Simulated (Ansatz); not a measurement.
**LaBi (model cell, started as CsCl type): following an unstable mode**

Which phase does LaBi (model cell, started as CsCl type) fall into along its unstable mode, and how much energy does it gain?

Method: DFT PBEsol, scalar-relativistic, plane waves, PAW, in Ansatz 0.2.0.

The structure was built from a prototype and need not be the compound's stable phase.

### Step 1. The starting structure

It takes space group Pm-3m (No. 221, cubic). Conventional cell: a = 3.981 Å, b = 3.981 Å, c = 3.981 Å, α = 90.00°, β = 90.00°, γ = 90.00°. Nearest to La lie 8 Bi at 3.45 Å. Bi has 8 La at 3.45 Å nearest. Farther neighbours are not listed.

### Step 2. Response at finite wavevector

The cell comes from relaxations at this level that are not shown. Stability and thermal properties need the whole zone. Linear response on a 4×4×4 q mesh gives force constants as far as a supercell of that size would.

Contents of input.yaml:

```yaml
crystal:
  lattice:
    - [3.9810793579, 0.0, 0.0]
    - [0.0, 3.9810793579, 0.0]
    - [0.0, 0.0, 3.9810793579]
  atoms:
    - { symbol: La, position: [0.0, 0.0, 0.0] }
    - { symbol: Bi, position: [0.5, 0.5, 0.5] }
kpoints:
  mp_grid: { grid: [12, 12, 12] }
hamiltonian:
  xc: pbesol
scf:
  occupations: { method: methfessel_paxton, width: 0.15 }
output:
  eigenvalues: true
phonons:
  method: dfpt
  qmesh: [4, 4, 4]
  temperatures: { t_max: 1000, t_step: 50 }
  qpath:
    path:
      - [[0.0, 0.0, 0.0], [0.0, 0.5, 0.0], [0.5, 0.5, 0.0], [0.0, 0.0, 0.0], [0.5, 0.5, 0.5], [0.0, 0.5, 0.0]]
      - [[0.5, 0.5, 0.5], [0.5, 0.5, 0.0]]
    npoints: 10
```

On the command line:

```console
ansatz run input.yaml --threads 4 --pin off --max-ram 7168MiB --backend cpu --events-out ev --progress --plain --runs-dir out
```

Numbers of over 12 decimals in the logs are rounded to 6 here.

The log of the run:

```text
Engine: ansatz 0.2.0, aarch64-unknown-linux-gnu
Pseudopotentials: kind: paw
Pseudopotential: La, paw, valence charge 11, recommended cutoff 420 eV (normal), La.paw.azcp
Pseudopotential: Bi, paw, valence charge 15, recommended cutoff 420 eV (normal), Bi.paw.azcp
Functional definition: PBEsol
  exchange = pbesol_x
  correlation = pbesol_c
Crystal: 2 atoms, lattice volume = 63.096 Å³
Basis set: ecut = 420 eV, 1237 PW (Γ), exchange–correlation on 54×54×54 points (8 copies of the dense FFT grid, shifted against one another)
Bands: 17, of which v1, the nominal top of the filled ones, is band 13 counted from 1 (12 counted from 0)
Symmetry: 48 space group operations
k-points: 84 of 1728
Non-local potential: La, projectors of the file, l = 0: 3, l = 1: 2, l = 2: 2, l = 3: 3
Non-local potential: Bi, projectors of the file, l = 0: 2, l = 1: 2, l = 2: 2, l = 3: 2
PAW form: soft (Blöchl's): semilocal exchange-correlation on the pseudo side does not see the compensation charge
PAW frozen core: La, regenerated for the run's functional, and the local potential with it (the file was generated under x = pbe(κ = 0.804, μ = 0.219515), c = pbe(β = 0.066725))
PAW frozen core: Bi, regenerated for the run's functional, and the local potential with it (the file was generated under x = pbe(κ = 0.804, μ = 0.219515), c = pbe(β = 0.066725))
PAW one-centre angular grid: La, 590 points (default); XC on 64 Gauss nodes
PAW one-centre angular grid: Bi, 590 points (default); XC on 64 Gauss nodes
Initial density: superposition of atomic densities (neutral atoms: chi_scale 0, normalization atom), corrected by the library's trained network
Initial wavefunctions: pseudopotential atomic-orbital guess
Functional: x = pbesol(κ = 0.804, μ = 0.123457), c = pbesol(β = 0.046)
SCF iter   1: F=—  HF=-18405.011256 eV  |F-HF|=—  |Δ(HF+E_count)|=         —  Δρ=7.38e-3  dr2=6.63e-2  ethr=1.77e-3  ⟨swp⟩=4.1  Hψ=5948  notcnv=0
preconditioner: auto → Kerker (q_TF=auto, 2.354 Å⁻¹)  [metal: Δε(μ)=0.012 eV  Ē_g=16.039 eV  σ=0.150 eV  W_gap=0.07  n_scr=18 (ndim 8)  ℏωp=22.9 eV  f_vac=0.000  D(μ)=1.92/eV (n_scr^D=18)]
SCF iter   2: F=—  HF=-18405.001683 eV  |F-HF|=—  |Δ(HF+E_count)|=   9.57e-3  S|Δr|=    0.00e0  Δρ=4.24e-3  dr2=2.02e-2  ethr=2.55e-4  ⟨swp⟩=1.0  Hψ=2101  notcnv=0
SCF iter   3: F=—  HF=-18404.998028 eV  |F-HF|=—  |Δ(HF+E_count)|=   3.66e-3  S|Δr|=    0.00e0  Δρ=7.63e-4  dr2=3.97e-4  ethr=7.78e-5  ⟨swp⟩=2.0  Hψ=2133  notcnv=0
SCF iter   4: F=—  HF=-18404.998014 eV  |F-HF|=—  |Δ(HF+E_count)|=   1.37e-5  S|Δr|=    0.00e0  Δρ=2.32e-4  dr2=3.15e-5  ethr=1.53e-6  ⟨swp⟩=2.0  Hψ=2458  notcnv=0
SCF iter   5: F=—  HF=-18404.998020 eV  |F-HF|=—  |Δ(HF+E_count)|=   6.48e-6  S|Δr|=    0.00e0  Δρ=4.31e-5  dr2=1.13e-6  ethr=1.21e-7  ⟨swp⟩=2.0  Hψ=1617  notcnv=0
SCF iter   6: F=—  HF=-18404.998026 eV  |F-HF|=—  |Δ(HF+E_count)|=   5.79e-6  S|Δr|=    0.00e0  Δρ=7.14e-6  dr2=2.38e-8  ethr=4.35e-9  ⟨swp⟩=2.4  Hψ=2483  notcnv=0
SCF iter   7: F=—  HF=-18404.998026 eV  |F-HF|=—  |Δ(HF+E_count)|=   5.34e-9  S|Δr|=    0.00e0  Δρ=1.57e-6  dr2=1.04e-9  ethr=9.15e-11  ⟨swp⟩=2.1  Hψ=2378  notcnv=0
SCF iter   8: F=—  HF=-18404.998026 eV  |F-HF|=—  |Δ(HF+E_count)|=  2.91e-11  S|Δr|=    0.00e0  Δρ=3.76e-7  dr2=5.12e-11  ethr=4.01e-12  ⟨swp⟩=2.1  Hψ=2456  notcnv=0
SCF iter   9: F=-18404.998026 eV  HF=-18404.998026 eV  |F-HF|=3.64e-12  |Δ(HF+E_count)|=  2.55e-11  S|Δr|=    0.00e0  Δρ=6.75e-8  dr2=2.34e-12  ethr=1.00e-12  ⟨swp⟩=6.5  Hψ=7609  notcnv=0
SCF 1 converged in 9 iterations: F = -18404.998026 eV  dr2 = 2.34e-12
  greatest PAW one-centre occupation: 0.987 electrons in one spin orbital (limit 2), on the Bi atom at site 1 (counted from 0), in its partial waves of l = 2
Initial density: read from a saved state, or passed on in memory by an earlier SCF of this step, an earlier step, the calling program or the single point that the run made first
iter 1 solved again at ethr=1.68e-7 eV; its pass at ethr=3.10e-3 eV (dr2=4.36e-5 eV) is discarded
SCF iter   1: F=—  HF=-18404.998022 eV  |F-HF|=—  |Δ(HF+E_count)|=         —  Δρ=1.12e-6  dr2=7.35e-10  ethr=1.68e-7  ⟨swp⟩=3.7  Hψ=10999  notcnv=0
eigensolver tolerance schedule: the retry pair's looser diagonalisation over-reported the residual by 59331.27 of it (diagonalisation noise at an unbounded share of the residual, at the tolerance the schedule requests for it); recorded, not acted on — ethr = c·dr2/N_el stays at c = 1.0e-1
preconditioner: auto → Kerker (q_TF=auto, 2.354 Å⁻¹)  [metal: Δε(μ)=0.039 eV  Ē_g=15.925 eV  σ=0.150 eV  W_gap=0.22  n_scr=18 (ndim 8)  ℏωp=22.9 eV  f_vac=0.000  D(μ)=2.07/eV (n_scr^D=18)]
SCF iter   2: F=—  HF=-18404.998026 eV  |F-HF|=—  |Δ(HF+E_count)|=   3.72e-6  S|Δr|=    0.00e0  Δρ=5.55e-7  dr2=1.61e-10  ethr=2.83e-12  ⟨swp⟩=4.0  Hψ=4649  notcnv=0
SCF iter   3: F=—  HF=-18404.998026 eV  |F-HF|=—  |Δ(HF+E_count)|=  2.55e-11  S|Δr|=    0.00e0  Δρ=3.64e-7  dr2=7.17e-11  ethr=1.00e-12  ⟨swp⟩=1.0  Hψ=1428  notcnv=0
SCF iter   4: F=—  HF=-18404.998026 eV  |F-HF|=—  |Δ(HF+E_count)|=  2.18e-11  S|Δr|=    0.00e0  Δρ=1.79e-7  dr2=1.96e-11  ethr=1.00e-12  ⟨swp⟩=1.0  Hψ=1428  notcnv=0
SCF iter   5: F=-18404.998026 eV  HF=-18404.998026 eV  |F-HF|=3.64e-12  |Δ(HF+E_count)|=    0.00e0  S|Δr|=    0.00e0  Δρ=1.00e-7  dr2=5.90e-12  ethr=1.00e-12  ⟨swp⟩=2.3  Hψ=2914  notcnv=0
SCF 2 converged in 5 iterations: F = -18404.998026 eV  dr2 = 5.90e-12
phonons: the bands overlap, so this run is a metal and interpolates without the dipole-dipole term. If the crystal is really an insulator or semiconductor, its LO-TO splitting is missing
NSCF: frozen V_eff on 84 k-points
WARN: eigensolver did not converge in 14 slots of this pass, the one above among them; of largest residual over every band (k=78): 1 band(s) unlocked (lowest unlocked band 16, counted from 0; max residual 1.19e-2 eV among the unlocked bands, 1.19e-2 eV over every band); of lowest unlocked band (k=8): band 16
NSCF: frozen V_eff on 196 k-points
DFPT response loops at q = (0, 0, 0) (fractional): preconditioner auto → Kerker (q_TF=auto, 2.354 Å⁻¹) (partly filled bands, converged f_vac=0.000); β = 1.00, the filter's whole step (`scf.mixing.beta` (0.50) is not read by the response loops under this deck's `scf.mixing.preconditioner`; to damp them name `kerker` or `kerker_dos`, under which they read `scf.mixing.beta`, and type it under 1.00, their step now; both keys bind the ground state too); Broyden in place of MSR1
NSCF: frozen V_eff on 1176 k-points
DFPT response loops at q = (0, 0, 0.25) (fractional): mixed as the last ones told, above
NSCF: frozen V_eff on 686 k-points
DFPT response loops at q = (0, 0, -0.5) (fractional): mixed as the last ones told, above
NSCF: frozen V_eff on 2016 k-points
DFPT response loops at q = (0, 0.25, 0.25) (fractional): mixed as the last ones told, above
NSCF: frozen V_eff on 1176 k-points
DFPT response loops at q = (0, 0.25, -0.5) (fractional): mixed as the last ones told, above
NSCF: frozen V_eff on 686 k-points
DFPT response loops at q = (0, -0.5, -0.5) (fractional): mixed as the last ones told, above
NSCF: frozen V_eff on 1872 k-points
DFPT response loops at q = (0.25, 0.25, 0.25) (fractional): mixed as the last ones told, above
NSCF: frozen V_eff on 2016 k-points
DFPT response loops at q = (0.25, 0.25, -0.5) (fractional): mixed as the last ones told, above
NSCF: frozen V_eff on 1176 k-points
DFPT response loops at q = (0.25, -0.5, -0.5) (fractional): mixed as the last ones told, above
NSCF: frozen V_eff on 392 k-points
DFPT response loops at q = (-0.5, -0.5, -0.5) (fractional): mixed as the last ones told, above
SCF converged after 9 iterations
Stability not checked: this state was not tested for a lower state beside it, because cold or Methfessel-Paxton smearing, or corrected tetrahedra, fill the levels in a way that the test cannot read (fill_not_monotonic; see scf.lower_state_search)
Free energy (F): -18404.998026 eV
Harris-Foulkes:  -18404.998026 eV  (|F-HF|=3.64e-12)
Internal energy: -18404.998155 eV  (E = F + TS)
E sigma→0 (E₀):  -18404.998058 eV
Entropy (-TS):   0.000128 eV (0.064 meV/atom)
Fermi energy:    12.199383 eV
--- Per-component energies (eV) ---
  E_band       = -98.264932
  E_kinetic    = 497.069757
  E_local      = -1748.013287  (includes V_loc(G=0)·N_el)
  E_nonlocal   = 657.957438
  E_hartree    = 570.008206
  E_xc         = -288.498804
  E_vxc        = -291.499336  (∫ρ·V_xc dr)
  E_paw        = -15839.754759  (= ΣΔE_a)
  E_vpaw       = -353.795436  (= ΣTr[D̂ρ^β])
  E_aug_tail   = -0.000461  (compensation charges beyond the density's cutoff)
  E_ewald      = -2254.025507
  E_core_change = 0.259262  (= ΣΔE_core)
  E_smearing   = 0.000128  (= −TS)
  E_closure    = -0.000000  (closes the sum)
  Σ components = -18404.998026   (vs F -18404.998026, Δ=0.00e0)
--- Band table (eV; the first three rows and the last of 84) ---
  k-point 0: bands = [... 9 lower, 1.0295, 11.5210, 11.5210, 12.5519, 12.5519, 12.5519, 13.9092, 13.9092]
  k-point 1: bands = [... 9 lower, 1.1017, 11.2816, 11.5506, 12.4750, 12.4783, 12.4783, 13.8957, 13.9099]
  k-point 2: bands = [... 9 lower, 1.3016, 10.4998, 11.6356, 12.2752, 12.2752, 12.7088, 13.8552, 13.9139]
  k-point 83: bands = [... 9 lower, 2.8166, 8.5926, 8.5926, 8.5926, 13.9207, 13.9207, 13.9207, 14.1582]
--- Phonons (Γ-DFPT): 2 representative perturbations + reference (Σ response iterations 6) ---
  ASR residual: 4.728e-5 → 0.000e0 eV/Å²; symmetrization residual: 1.958e-5 eV/Å²
  ASR residual per site (eV/Å²): 2.05e-5 4.73e-5
  Γ frequencies (cm⁻¹): 0.00 0.00 0.00 79.62 79.62 79.62
--- Phonons (arbitrary-q DFPT): 10 irreducible q on the 4×4×4 mesh ---
  q = [0.0000, 0.0000, 0.0000] (star 1, of the zone-centre solve; hermiticity 2.01e-5, symmetrization 6.82e-12): -0.00 0.00 0.00 79.62 79.62 79.62
  q = [0.0000, 0.0000, 0.2500] (star 6, 4 solved perturbations in 1848 linear systems a pass and spin channel, the states on 588 of 1728 k-point pairs; hermiticity 1.02e-5, symmetrization 8.81e-13): -29.69 -29.69 55.97 68.90 68.90 88.62
  q = [0.0000, 0.0000, -0.5000] (star 3, 4 solved perturbations in 1078 linear systems a pass and spin channel, the states on 343 of 1728 k-point pairs; hermiticity 1.01e-13, symmetrization 4.82e-13): -53.79 -53.79 58.91 58.91 83.26 86.10
  q = [0.0000, 0.2500, 0.2500] (star 12, 4 solved perturbations in 3108 linear systems a pass and spin channel, the states on 1008 of 1728 k-point pairs; hermiticity 6.74e-6, symmetrization 5.51e-13): -40.98 35.57 59.91 68.53 75.17 102.25
  q = [0.0000, 0.2500, -0.5000] (star 12, 6 solved perturbations on 588 of 1728 k-point pairs; hermiticity 3.23e-6, symmetrization 2.70e-14): -42.94 48.17 53.84 56.24 94.86 106.41
  q = [0.0000, -0.5000, -0.5000] (star 3, 4 solved perturbations in 1078 linear systems a pass and spin channel, the states on 343 of 1728 k-point pairs; hermiticity 5.58e-6, symmetrization 8.93e-13): -53.23 35.44 50.38 50.38 117.94 117.94
  q = [0.2500, 0.2500, 0.2500] (star 8, 2 solved perturbations on 936 of 1728 k-point pairs; hermiticity 2.18e-6, symmetrization 4.54e-13): 42.94 42.94 57.22 79.92 90.67 90.67
  q = [0.2500, 0.2500, -0.5000] (star 12, 4 solved perturbations in 3108 linear systems a pass and spin channel, the states on 1008 of 1728 k-point pairs; hermiticity 2.02e-6, symmetrization 8.22e-13): 44.88 48.66 55.20 70.70 96.35 108.33
  q = [0.2500, -0.5000, -0.5000] (star 6, 4 solved perturbations in 1848 linear systems a pass and spin channel, the states on 588 of 1728 k-point pairs; hermiticity 4.51e-6, symmetrization 2.95e-13): 55.89 55.89 58.91 60.81 105.28 105.28
  q = [-0.5000, -0.5000, -0.5000] (star 1, 2 solved perturbations on 196 of 1728 k-point pairs; hermiticity 3.54e-13, symmetrization 1.33e-12): 75.30 75.30 75.30 84.99 84.99 84.99
  sum rule: each row above includes the acoustic sum rule's correction from the zone centre's row sums; it moved no ω² by more than (0.25 cm⁻¹)²
  mesh force constants: q→R imaginary residual 3.34e-18; ASR residual 4.728e-5 → 0.000e0 eV/Å²; symmetrization residual 3.109e-15 eV/Å²
  interpolated dispersion: 62 rows × 6 modes
  density of states and harmonic sums: on the 16×16×16 q-mesh, interpolated from the force constants of a 4×4×4 supercell (no non-analytic term)
  largest difference from the sums on the solved wave vectors: F 7.57e-3 eV, S 1.54e-5 and C_V 7.82e-6 eV/K
  zero-point energy: 0.022547 eV/cell   skipped modes (ω ≤ 0): 142, of them read as no rigid motion or as one in doubt: 139 (8.401e-1 modes/cell left out, lowest -53.79 cm⁻¹)   left out of the sums: 1.40e-1 of the cell's modes: C_V's classical limit lies that fraction below 3 k_B per atom; for a crystal, a wire or a layer, F and S can be off by more, and a phonons.interpolated_qmesh denser along its periods is the remedy for the sampling
```

Run time: 8.3 min. Hardware: 4 threads of Arm Neoverse V2, shared host; peak memory 3.1 GiB.

Reading the cycles: dr2 is the Hartree energy of the density residual (eV), the measure of convergence; HF is the Harris–Foulkes estimate of the energy, which meets the free energy F at convergence.

Numbers from this step:

| Property | Result |
| --- | --- |
| volume per atom | 31.55 Å³ |
| gap on the k-mesh | 0 eV |
| sum-rule residual before enforcement | 4.73e-5 eV/Å² |
| lowest frequency on the path | -53.79 cm⁻¹ |
| point group | m-3m |
| highest frequency on the path or at a solved wavevector | 117.9 cm⁻¹ |
| highest optical mode at the zone centre (no LO-TO term) | 79.62 cm⁻¹ |
| lowest optical zone-centre mode | 79.62 cm⁻¹ |
| lowest mode on the q mesh (acoustic modes at Γ apart) | -53.79 cm⁻¹ |

Frequencies (cm⁻¹) solved at each irreducible wavevector; negative means imaginary. Frequencies by wavevector, by row:

```csv
q in reciprocal lattice units,star,mode 1,mode 2,mode 3,mode 4,mode 5,mode 6
0 0 0,1,0,0,0,79.6,79.6,79.6
0 0 0.25,6,-29.7,-29.7,56,68.9,68.9,88.6
0 0 -0.5,3,-53.8,-53.8,58.9,58.9,83.3,86.1
0 0.25 0.25,12,-41,35.6,59.9,68.5,75.2,102.2
0 0.25 -0.5,12,-42.9,48.2,53.8,56.2,94.9,106.4
0 -0.5 -0.5,3,-53.2,35.4,50.4,50.4,117.9,117.9
0.25 0.25 0.25,8,42.9,42.9,57.2,79.9,90.7,90.7
0.25 0.25 -0.5,12,44.9,48.7,55.2,70.7,96.3,108.3
0.25 -0.5 -0.5,6,55.9,55.9,58.9,60.8,105.3,105.3
-0.5 -0.5 -0.5,1,75.3,75.3,75.3,85,85,85
```

Interpolated from a 4×4×4 q mesh. The phonon branches at the labelled points (cm⁻¹):

```
    point  branch 1  branch 2  branch 3  branch 4  branch 5  branch 6
        Γ         0         0         0        80        80        80
  halfway       -30       -30        56        69        69        89
        X       -54       -54        59        59        83        86
  halfway       -43        48        54        56        95       106
        M       -53        35        50        50       118       118
  halfway       -41        36        60        68        75       102
        Γ         0         0         0        80        80        80
  halfway        43        43        57        80        91        91
        R        75        75        75        85        85        85
  halfway        45        49        55        71        96       108
        X       -54       -54        59        59        83        86
jump to R        75        75        75        85        85        85
  halfway        56        56        59        61       105       105
        M       -53        35        50        50       118       118
```

The phonon branches as a text plot (rows in cm⁻¹):

```
    114 |           *******                                   ***
    107 |            *   * **                      ***       *
    100 |          **        *             **     **  *     *
     93 |    **   **      *   **        **** *   *  ****   *
     86 |  **  ****        **   *   ****    *****      ****
     79 |***   *             *  ****    *     ** **        *
     71 |   * *              ***    ****     *  ******    ***
     64 |    **           ***              ***   * *  **   ***
     57 |   *  *******   **  *          *** *     * *  ***  **
     50 |           ******    *        * ***       ****       ***
     43 |            **   ***           *           *          *
     36 |  *       *   **    * *     **              *          *
     28 | *                   * *   *  *
     21 |                      *     **
     14 |*                      ** **                 *       *
      7 |                        * *
      0 |                         *
     -7 |**                      *                    *
    -14 |  *      *             *
    -22 |
    -29 |   *                  *
    -36 |    *                *                        *       *
    -43 |     *    **     ****
    -50 |      ****  *****                              **      *
         Γ      X      M          Γ            R        X|R     M
```

Symmetry leaves 10 wavevectors to solve. The lowest mode among them, the acoustic zeros apart, lies at q = (0, 0, -0.5) and is imaginary, 53.8i cm⁻¹, so the energy falls along it.

### Step 3. The mode frozen in, largest atomic shift 0 Å

The mode followed lies at q = (0, 0, -0.5) with frequency 53.8i cm⁻¹ and is 2-fold degenerate, the softest among the wavevectors solved. At small amplitude the distorted cell has space group no. 63 by a symmetry search on the positions. The undistorted cell that holds it gives the zero of energy on the same k mesh.

System of this step: LaBi (model cell, started as CsCl type). It takes space group Pm-3m (No. 221, cubic). The conventional cell has a = 3.981 Å, b = 3.981 Å, c = 3.981 Å, α = 90.00°, β = 90.00°, γ = 90.00°. Nearest to La lie 8 Bi at 3.45 Å. Nearest to Bi lie 8 La at 3.45 Å. Farther neighbours are not listed.

Contents of input.yaml:

```yaml
crystal:
  lattice:
    - [3.9810793579, 0.0, 0.0]
    - [0.0, 3.9810793579, 0.0]
    - [0.0, 0.0, 7.9621587158]
  atoms:
    - { symbol: La, position: [0.0, 0.0, 0.0] }
    - { symbol: La, position: [0.0, 0.0, 0.5] }
    - { symbol: Bi, position: [0.5, 0.5, 0.25] }
    - { symbol: Bi, position: [0.5, 0.5, 0.75] }
kpoints:
  mp_grid: { grid: [10, 10, 6] }
hamiltonian:
  xc: pbesol
scf:
  occupations: { method: methfessel_paxton, width: 0.15 }
output:
  forces: true
  stress: true
  eigenvalues: true
```

The log of the run:

```text
[...]
Crystal: 4 atoms, lattice volume = 126.192 Å³
Basis set: ecut = 420 eV, 2475 PW (Γ), exchange–correlation on 54×54×108 points (8 copies of the dense FFT grid, shifted against one another)
Bands: 32, of which v1, the nominal top of the filled ones, is band 26 counted from 1 (25 counted from 0)
Symmetry: 32 space group operations
[...]
k-points: 84 of 600
[...]
k-point 0: bands = [... 22 lower, 11.5064, 11.5198, 11.5203, 12.0821, 12.5546, 12.5558, 12.5558, 13.5995, ... 2 higher]
  k-point 1: bands = [... 22 lower, 11.5494, 11.5698, 11.5698, 12.0319, 12.4771, 12.4820, 12.4820, 13.6329, ... 2 higher]
  k-point 2: bands = [... 22 lower, 11.6344, 11.7486, 11.7486, 11.9083, 12.2785, 12.2785, 12.7104, 13.6024, ... 2 higher]
  k-point 83: bands = [... 22 lower, 9.2350, 9.2350, 10.2204, 10.2204, 13.2509, 13.2509, 13.8899, 13.8899, ... 2 higher]
[key lines of the parts left out:]
SCF converged after 6 iterations
Free energy (F): -36809.989687 eV
Fermi energy:    12.197171 eV
P = ⅓ Tr σ = 0.0440 GPa (0.440 kbar)
```

Wall time 5.1 s (4 threads); peak memory 0.58 GiB.

This step gave:

```yaml
pressure: 0.04396 GPa
energy_from_the_undistorted_cell: 0 meV/atom
```

The run ends at a pressure of 0.04 GPa.

(Continued in part 2 of 3.)

[Logs are printed without paths, hosts, clocks, repeated set-up lines and the standing remarks that a program may print on its own settings, such as how far it seeks lower states.]

[Hosts, paths, dates, database ids (printed as entryN), source tags and the programs' standing remarks are cut or masked in the printed files.]
